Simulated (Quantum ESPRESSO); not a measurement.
## Mn3Si: a ladder in the plane-wave cutoff

Wanted: the cheapest choice of the plane-wave cutoff that holds the magnetic results of Mn3Si.

Main program and level: Quantum ESPRESSO 7.5; LDA; plane waves with GBRV 1.5 LDA potentials, no spin-orbit coupling (settings of the first rung).

This is a report of a sequence of runs, with the program logs left out and the cost of each run kept.

## (1) The system as given

Symmetry: Fm-3m, No. 225, cubic system. Conventional cell: a = 5.722 Å, b = 5.722 Å, c = 5.722 Å, α = 90.00°, β = 90.00°, γ = 90.00°. Nearest to Mn lie 8 Mn at 2.48 Å and 6 Si at 2.86 Å. Nearest to Mn lie 4 Mn at 2.48 Å and 4 Si at 2.48 Å. Nearest to Si lie 14 Mn at 2.48 to 2.86 Å. Farther neighbours, and contacts between anions beyond the nearest, are not listed.

## (2) Rung 1, start ferro +++

pw.in reads:

```
&CONTROL
  calculation = 'scf'
  prefix = 'pwscf'
  outdir = './tmp'
  pseudo_dir = './pseudo'
  disk_io = 'nowf'
/
&SYSTEM
  ibrav = 0
  nat = 4
  ntyp = 2
  ecutwfc = 18
  ecutrho = 126
  nbnd = 39
  occupations = 'smearing'
  smearing = 'fd'
  degauss = 0.00999582
  nspin = 2
  starting_magnetization(1) = 0.2333
  starting_magnetization(2) = 0
/
&ELECTRONS
  conv_thr = 8d-09
  electron_maxstep = 150
  mixing_beta = 0.3
/
ATOMIC_SPECIES
Mn     54.9380 mn_lda_v1.5.uspp.F.UPF
Si     28.0850 si_lda_v1.uspp.F.UPF
CELL_PARAMETERS bohr
   0.0000000000    5.4065064426    5.4065064426
   5.4065064426    0.0000000000    5.4065064426
   5.4065064426    5.4065064426    0.0000000000
ATOMIC_POSITIONS crystal
Mn      0.5000000000    0.5000000000    0.5000000000
Mn      0.2500000000    0.2500000000    0.2500000000
Mn      0.7500000000    0.7500000000    0.7500000000
Si      0.0000000000    0.0000000000    0.0000000000
K_POINTS automatic
8 8 8 0 0 0
```

Started as:

```bash
OMP_NUM_THREADS=1 mpirun -n 2 pw.x -nk 2 -in pw.in > pw.out
```

It took 24 s on 2 MPI ranks of Intel Xeon 6975P-C (Granite Rapids), shared host; peak memory 0.15 GiB; 47 s of CPU time.

Spin moment in the atom's sphere by atom:

| atom | spin moment in the atom's sphere (μB) |
| --- | --- |
| Mn1 | 1.94 |
| Mn2 | -0.25 |
| Mn3 | -0.25 |
| Si4 | 0.00 |

This step gave:

```
magnetization : 1.444 μB
final state   : ferrimagnetic
```

The typed signs were not kept.

## (3) Rung 1, start ferri +--

pw.in reads:

```
&CONTROL
  calculation = 'scf'
  prefix = 'pwscf'
  outdir = './tmp'
  pseudo_dir = './pseudo'
  disk_io = 'nowf'
/
&SYSTEM
  ibrav = 0
  nat = 4
  ntyp = 3
  ecutwfc = 18
  ecutrho = 126
  nbnd = 35
  occupations = 'smearing'
  smearing = 'fd'
  degauss = 0.00999582
  nspin = 2
  starting_magnetization(1) = 0.2333
  starting_magnetization(2) = -0.2333
  starting_magnetization(3) = 0
/
&ELECTRONS
  conv_thr = 8d-09
  electron_maxstep = 150
  mixing_beta = 0.3
/
ATOMIC_SPECIES
Mn1    54.9380 mn_lda_v1.5.uspp.F.UPF
Mn2    54.9380 mn_lda_v1.5.uspp.F.UPF
Si     28.0850 si_lda_v1.uspp.F.UPF
CELL_PARAMETERS bohr
   0.0000000000    5.4065064426    5.4065064426
   5.4065064426    0.0000000000    5.4065064426
   5.4065064426    5.4065064426    0.0000000000
ATOMIC_POSITIONS crystal
Mn1     0.5000000000    0.5000000000    0.5000000000
Mn2     0.2500000000    0.2500000000    0.2500000000
Mn2     0.7500000000    0.7500000000    0.7500000000
Si      0.0000000000    0.0000000000    0.0000000000
K_POINTS automatic
8 8 8 0 0 0
```

The job ended after 15 s (2 MPI ranks; peak memory 0.15 GiB).

Spin moment in the atom's sphere by atom:

| atom | spin moment in the atom's sphere (μB) |
| --- | --- |
| Mn1 | 1.94 |
| Mn2 | -0.25 |
| Mn3 | -0.25 |
| Si4 | 0.00 |

This step gave:

```
magnetization : 1.443 μB
final state   : ferrimagnetic
```

## (4) Rung 2, start ferro +++

pw.in reads:

```
&CONTROL
  calculation = 'scf'
  prefix = 'pwscf'
  outdir = './tmp'
  pseudo_dir = './pseudo'
  disk_io = 'nowf'
/
&SYSTEM
  ibrav = 0
  nat = 4
  ntyp = 2
  ecutwfc = 24
  ecutrho = 168
  nbnd = 39
  occupations = 'smearing'
  smearing = 'fd'
  degauss = 0.00999582
  nspin = 2
  starting_magnetization(1) = 0.2333
  starting_magnetization(2) = 0
/
&ELECTRONS
  conv_thr = 8d-09
  electron_maxstep = 150
  mixing_beta = 0.3
/
ATOMIC_SPECIES
Mn     54.9380 mn_lda_v1.5.uspp.F.UPF
Si     28.0850 si_lda_v1.uspp.F.UPF
CELL_PARAMETERS bohr
   0.0000000000    5.4065064426    5.4065064426
   5.4065064426    0.0000000000    5.4065064426
   5.4065064426    5.4065064426    0.0000000000
ATOMIC_POSITIONS crystal
Mn      0.5000000000    0.5000000000    0.5000000000
Mn      0.2500000000    0.2500000000    0.2500000000
Mn      0.7500000000    0.7500000000    0.7500000000
Si      0.0000000000    0.0000000000    0.0000000000
K_POINTS automatic
8 8 8 0 0 0
```

Elapsed: 29 s, on 2 MPI ranks; peak memory 0.18 GiB.

Numbers from this step:

```
magnetization  : 1.266 μB
final state    : ferrimagnetic
largest moment : 2.211 μB
```

The typed signs were not kept.

## (5) Rung 2, start ferri +--

pw.in reads:

```
&CONTROL
  calculation = 'scf'
  prefix = 'pwscf'
  outdir = './tmp'
  pseudo_dir = './pseudo'
  disk_io = 'nowf'
/
&SYSTEM
  ibrav = 0
  nat = 4
  ntyp = 3
  ecutwfc = 24
  ecutrho = 168
  nbnd = 35
  occupations = 'smearing'
  smearing = 'fd'
  degauss = 0.00999582
  nspin = 2
  starting_magnetization(1) = 0.2333
  starting_magnetization(2) = -0.2333
  starting_magnetization(3) = 0
/
&ELECTRONS
  conv_thr = 8d-09
  electron_maxstep = 150
  mixing_beta = 0.3
/
ATOMIC_SPECIES
Mn1    54.9380 mn_lda_v1.5.uspp.F.UPF
Mn2    54.9380 mn_lda_v1.5.uspp.F.UPF
Si     28.0850 si_lda_v1.uspp.F.UPF
CELL_PARAMETERS bohr
   0.0000000000    5.4065064426    5.4065064426
   5.4065064426    0.0000000000    5.4065064426
   5.4065064426    5.4065064426    0.0000000000
ATOMIC_POSITIONS crystal
Mn1     0.5000000000    0.5000000000    0.5000000000
Mn2     0.2500000000    0.2500000000    0.2500000000
Mn2     0.7500000000    0.7500000000    0.7500000000
Si      0.0000000000    0.0000000000    0.0000000000
K_POINTS automatic
8 8 8 0 0 0
```

Run time: 21 s. Hardware: 2 MPI ranks; peak memory 0.18 GiB.

Numbers from this step:

```yaml
magnetization: 1.266 μB
final_state: ferrimagnetic
largest_moment: 2.212 μB
```

## (6) Rung 3, start ferro +++

pw.in reads:

```
&CONTROL
  calculation = 'scf'
  prefix = 'pwscf'
  outdir = './tmp'
  pseudo_dir = './pseudo'
  disk_io = 'nowf'
/
&SYSTEM
  ibrav = 0
  nat = 4
  ntyp = 2
  ecutwfc = 32
  ecutrho = 224
  nbnd = 39
  occupations = 'smearing'
  smearing = 'fd'
  degauss = 0.00999582
  nspin = 2
  starting_magnetization(1) = 0.2333
  starting_magnetization(2) = 0
/
&ELECTRONS
  conv_thr = 8d-09
  electron_maxstep = 150
  mixing_beta = 0.3
/
ATOMIC_SPECIES
Mn     54.9380 mn_lda_v1.5.uspp.F.UPF
Si     28.0850 si_lda_v1.uspp.F.UPF
CELL_PARAMETERS bohr
   0.0000000000    5.4065064426    5.4065064426
   5.4065064426    0.0000000000    5.4065064426
   5.4065064426    5.4065064426    0.0000000000
ATOMIC_POSITIONS crystal
Mn      0.5000000000    0.5000000000    0.5000000000
Mn      0.2500000000    0.2500000000    0.2500000000
Mn      0.7500000000    0.7500000000    0.7500000000
Si      0.0000000000    0.0000000000    0.0000000000
K_POINTS automatic
8 8 8 0 0 0
```

Wall time 44 s (2 MPI ranks); peak memory 0.22 GiB; 88 s of CPU time.

Numbers from this step:

```
magnetization  : 1.22 μB
final state    : ferrimagnetic
largest moment : 2.245 μB
```

The typed signs were not kept.

## (7) Rung 3, start ferri +--

pw.in reads:

```
&CONTROL
  calculation = 'scf'
  prefix = 'pwscf'
  outdir = './tmp'
  pseudo_dir = './pseudo'
  disk_io = 'nowf'
/
&SYSTEM
  ibrav = 0
  nat = 4
  ntyp = 3
  ecutwfc = 32
  ecutrho = 224
  nbnd = 35
  occupations = 'smearing'
  smearing = 'fd'
  degauss = 0.00999582
  nspin = 2
  starting_magnetization(1) = 0.2333
  starting_magnetization(2) = -0.2333
  starting_magnetization(3) = 0
/
&ELECTRONS
  conv_thr = 8d-09
  electron_maxstep = 150
  mixing_beta = 0.3
/
ATOMIC_SPECIES
Mn1    54.9380 mn_lda_v1.5.uspp.F.UPF
Mn2    54.9380 mn_lda_v1.5.uspp.F.UPF
Si     28.0850 si_lda_v1.uspp.F.UPF
CELL_PARAMETERS bohr
   0.0000000000    5.4065064426    5.4065064426
   5.4065064426    0.0000000000    5.4065064426
   5.4065064426    5.4065064426    0.0000000000
ATOMIC_POSITIONS crystal
Mn1     0.5000000000    0.5000000000    0.5000000000
Mn2     0.2500000000    0.2500000000    0.2500000000
Mn2     0.7500000000    0.7500000000    0.7500000000
Si      0.0000000000    0.0000000000    0.0000000000
K_POINTS automatic
8 8 8 0 0 0
```

Run time: 36 s. Hardware: 2 MPI ranks; peak memory 0.22 GiB.

Read from the output:

* magnetization: 1.22 μB
* final state: ferrimagnetic
* largest moment: 2.245 μB

## (8) Rung 4, start ferro +++

pw.in reads:

```
&CONTROL
  calculation = 'scf'
  prefix = 'pwscf'
  outdir = './tmp'
  pseudo_dir = './pseudo'
  disk_io = 'nowf'
/
&SYSTEM
  ibrav = 0
  nat = 4
  ntyp = 2
  ecutwfc = 40
  ecutrho = 280
  nbnd = 39
  occupations = 'smearing'
  smearing = 'fd'
  degauss = 0.00999582
  nspin = 2
  starting_magnetization(1) = 0.2333
  starting_magnetization(2) = 0
/
&ELECTRONS
  conv_thr = 8d-09
  electron_maxstep = 150
  mixing_beta = 0.3
/
ATOMIC_SPECIES
Mn     54.9380 mn_lda_v1.5.uspp.F.UPF
Si     28.0850 si_lda_v1.uspp.F.UPF
CELL_PARAMETERS bohr
   0.0000000000    5.4065064426    5.4065064426
   5.4065064426    0.0000000000    5.4065064426
   5.4065064426    5.4065064426    0.0000000000
ATOMIC_POSITIONS crystal
Mn      0.5000000000    0.5000000000    0.5000000000
Mn      0.2500000000    0.2500000000    0.2500000000
Mn      0.7500000000    0.7500000000    0.7500000000
Si      0.0000000000    0.0000000000    0.0000000000
K_POINTS automatic
8 8 8 0 0 0
```

The job ended after 46 s (2 MPI ranks; peak memory 0.27 GiB).

Read from the output:

```
magnetization  : 1.224 μB
final state    : ferrimagnetic
largest moment : 2.235 μB
```

The typed signs were not kept.

## (9) Rung 4, start ferri +--

pw.in reads:

```
&CONTROL
  calculation = 'scf'
  prefix = 'pwscf'
  outdir = './tmp'
  pseudo_dir = './pseudo'
  disk_io = 'nowf'
/
&SYSTEM
  ibrav = 0
  nat = 4
  ntyp = 3
  ecutwfc = 40
  ecutrho = 280
  nbnd = 35
  occupations = 'smearing'
  smearing = 'fd'
  degauss = 0.00999582
  nspin = 2
  starting_magnetization(1) = 0.2333
  starting_magnetization(2) = -0.2333
  starting_magnetization(3) = 0
/
&ELECTRONS
  conv_thr = 8d-09
  electron_maxstep = 150
  mixing_beta = 0.3
/
ATOMIC_SPECIES
Mn1    54.9380 mn_lda_v1.5.uspp.F.UPF
Mn2    54.9380 mn_lda_v1.5.uspp.F.UPF
Si     28.0850 si_lda_v1.uspp.F.UPF
CELL_PARAMETERS bohr
   0.0000000000    5.4065064426    5.4065064426
   5.4065064426    0.0000000000    5.4065064426
   5.4065064426    5.4065064426    0.0000000000
ATOMIC_POSITIONS crystal
Mn1     0.5000000000    0.5000000000    0.5000000000
Mn2     0.2500000000    0.2500000000    0.2500000000
Mn2     0.7500000000    0.7500000000    0.7500000000
Si      0.0000000000    0.0000000000    0.0000000000
K_POINTS automatic
8 8 8 0 0 0
```

Wall time 43 s (2 MPI ranks); peak memory 0.27 GiB.

This step gave:

```
magnetization  : 1.225 μB
final state    : ferrimagnetic
largest moment : 2.235 μB
```

## (10) Rung 5, start ferro +++

pw.in reads:

```
&CONTROL
  calculation = 'scf'
  prefix = 'pwscf'
  outdir = './tmp'
  pseudo_dir = './pseudo'
  disk_io = 'nowf'
/
&SYSTEM
  ibrav = 0
  nat = 4
  ntyp = 2
  ecutwfc = 56
  ecutrho = 392
  nbnd = 39
  occupations = 'smearing'
  smearing = 'fd'
  degauss = 0.00999582
  nspin = 2
  starting_magnetization(1) = 0.2333
  starting_magnetization(2) = 0
/
&ELECTRONS
  conv_thr = 8d-09
  electron_maxstep = 150
  mixing_beta = 0.3
/
ATOMIC_SPECIES
Mn     54.9380 mn_lda_v1.5.uspp.F.UPF
Si     28.0850 si_lda_v1.uspp.F.UPF
CELL_PARAMETERS bohr
   0.0000000000    5.4065064426    5.4065064426
   5.4065064426    0.0000000000    5.4065064426
   5.4065064426    5.4065064426    0.0000000000
ATOMIC_POSITIONS crystal
Mn      0.5000000000    0.5000000000    0.5000000000
Mn      0.2500000000    0.2500000000    0.2500000000
Mn      0.7500000000    0.7500000000    0.7500000000
Si      0.0000000000    0.0000000000    0.0000000000
K_POINTS automatic
8 8 8 0 0 0
```

Run time: 1.7 min. Hardware: 2 MPI ranks; peak memory 0.37 GiB; 3.4 min of CPU time.

Read from the output:

| Property | Result |
| --- | --- |
| magnetization | 1.224 μB |
| final state | ferrimagnetic |
| largest moment | 2.237 μB |

The typed signs were not kept.

## (11) Rung 5, start ferri +--

pw.in reads:

```
&CONTROL
  calculation = 'scf'
  prefix = 'pwscf'
  outdir = './tmp'
  pseudo_dir = './pseudo'
  disk_io = 'nowf'
/
&SYSTEM
  ibrav = 0
  nat = 4
  ntyp = 3
  ecutwfc = 56
  ecutrho = 392
  nbnd = 35
  occupations = 'smearing'
  smearing = 'fd'
  degauss = 0.00999582
  nspin = 2
  starting_magnetization(1) = 0.2333
  starting_magnetization(2) = -0.2333
  starting_magnetization(3) = 0
/
&ELECTRONS
  conv_thr = 8d-09
  electron_maxstep = 150
  mixing_beta = 0.3
/
ATOMIC_SPECIES
Mn1    54.9380 mn_lda_v1.5.uspp.F.UPF
Mn2    54.9380 mn_lda_v1.5.uspp.F.UPF
Si     28.0850 si_lda_v1.uspp.F.UPF
CELL_PARAMETERS bohr
   0.0000000000    5.4065064426    5.4065064426
   5.4065064426    0.0000000000    5.4065064426
   5.4065064426    5.4065064426    0.0000000000
ATOMIC_POSITIONS crystal
Mn1     0.5000000000    0.5000000000    0.5000000000
Mn2     0.2500000000    0.2500000000    0.2500000000
Mn2     0.7500000000    0.7500000000    0.7500000000
Si      0.0000000000    0.0000000000    0.0000000000
K_POINTS automatic
8 8 8 0 0 0
```

It took 92 s on 2 MPI ranks; peak memory 0.35 GiB.

This step gave:

```yaml
magnetization: 1.224 μB
final_state: ferrimagnetic
largest_moment: 2.236 μB
```

## (12) Side by side

Ferrimagnetic means that a moment over 0.15 μB on a transition or rare-earth metal, induced ones included, opposes the net moment. Ladder, by row:

| rung | cutoff (eV) | state from the first start | state from the second start | second less first (meV a seeded atom) | moment, first (μB) | moment, second (μB) | CPU time (s) |
| --- | --- | --- | --- | --- | --- | --- | --- |
| 1 | 245 | ferrimagnetic | ferrimagnetic | 0 | 1.936 | 1.937 | 77.16 |
| 2 | 327 | ferrimagnetic | ferrimagnetic | 0 | 2.211 | 2.212 | 100.3 |
| 3 | 435 | ferrimagnetic | ferrimagnetic | 0 | 2.245 | 2.245 | 158.4 |
| 4 | 544 | ferrimagnetic | ferrimagnetic | 0 | 2.235 | 2.235 | 178.5 |
| 5 | 762 | ferrimagnetic | ferrimagnetic | 0 | 2.237 | 2.236 | 386.6 |

## (13) What came out

```json
{"range of the largest moment, first start": "1.94 to 2.25 μB; second start 1.94 to 2.25 μB", "range of CPU time": "77 s to 6.4 min"}
```

The two starts end within 0.5 meV of each other at every rung, so their difference tests nothing. The largest moment of the first start lies between 1.94 and 2.25 μB. Energies are free energies at an electronic temperature of 1580 K, which lowers moments and differences where the moments are itinerant.

[Long decimals in the printed logs are rounded to 6 places.]

[Logs and program files are shortened in this print: banners, set-up blocks, solver, clock and traceback lines can be left out without a mark of their own.]

[Logs are printed without paths, hosts, clocks, repeated set-up lines and the standing remarks that a program may print on its own settings, such as how far it seeks lower states.]

[Hosts, paths, dates, database ids (printed as entryN), source tags and the programs' standing remarks are cut or masked in the printed files.]

[Where the starting crystal was built by hand or by swapping elements, it need not be the compound's stable phase.]

[Where a cell is said to come from a database of computed structures, the database is the Materials Project.]

[Lattice constants that a cell's source calls measured were typed from memory.]
